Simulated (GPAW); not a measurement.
# C (Fd-3m): refractive index against wavelength

The refractive index of C (Fd-3m) below the direct gap (5.60 eV on the mesh) is read from one computed spectrum, n = √(Re ε).

It takes space group Fd-3m (No. 227, cubic). The conventional cell has a = 3.567 Å, b = 3.567 Å, c = 3.567 Å, α = 90.00°, β = 90.00°, γ = 90.00°. C on site a has 4 C at 1.54 Å as nearest neighbours.

Method: GPAW 26.7.0, PBE, RPA, k-mesh 22×22×22, local fields up to 60 eV, Lorentzian half width 0.2 eV.

Launch of the response step: `OMP_NUM_THREADS=1 python df.py`. The run took 42 s, its band step included, on 1 thread of Arm Neoverse V1 (shared host).

| wavelength (nm) | photon energy E (eV) | n |
| --- | --- | --- |
| 700 | 1.771 | 2.4336 |
| 633 | 1.959 | 2.4403 |
| 532 | 2.331 | 2.4561 |
| 450 | 2.755 | 2.4785 |
| 405 | 3.061 | 2.4979 |
| 365 | 3.397 | 2.5229 |
| 308 | 4.025 | ? |

In the single-oscillator model n² − 1 = E₀E_d/(E₀² − E²), so 1/(n² − 1) = E₀/E_d − E²/(E₀E_d) is linear in E².

Working, on the rows shown:

| x = E² (eV²) | y = 1/(n² − 1) |
| --- | --- |
| 3.13716 | 0.203153 |
| 3.83641 | 0.201814 |
| 5.43137 | 0.198711 |
| 7.59115 | 0.19444 |
| 9.37179 | 0.190858 |
| 11.5384 | 0.186392 |

Means: x̄ = 6.8177, ȳ = 0.19589. Σ(x − x̄)(y − ȳ) = -0.1071, Σ(x − x̄)² = 53.76. Slope = -0.1071 / 53.76 = -0.001992; intercept = ȳ − slope · x̄ = 0.20948. Turned back into n, the line misses the rows shown by at most 0.00055.

Q: Fill in the last column of the withheld row.

A: At x = 16.204 the line gives y = 0.17719, that is 2.5775. The run gave 2.5829, so the extrapolation is off by 0.0054, 4 % of the range in the table.

Refitted with all rows, the slope is -0.002046 and the intercept 0.20979. These give E₀ = √(intercept/−slope) = 10.13 eV and E_d = E₀/intercept = 48.3 eV; E₀ is 1.8 times the direct gap. The electronic limit at long wavelengths, without lattice vibrations, is n = √(1 + 1/intercept) = 2.401. Excitons are left out; PBE gaps are as a rule too small. The values come from a sum over the points of one k-mesh and carry its error, which grows as the direct gap shrinks. The local-field cutoff holds few shells of reciprocal vectors for this small cell, so ε∞ can read a few per cent high.
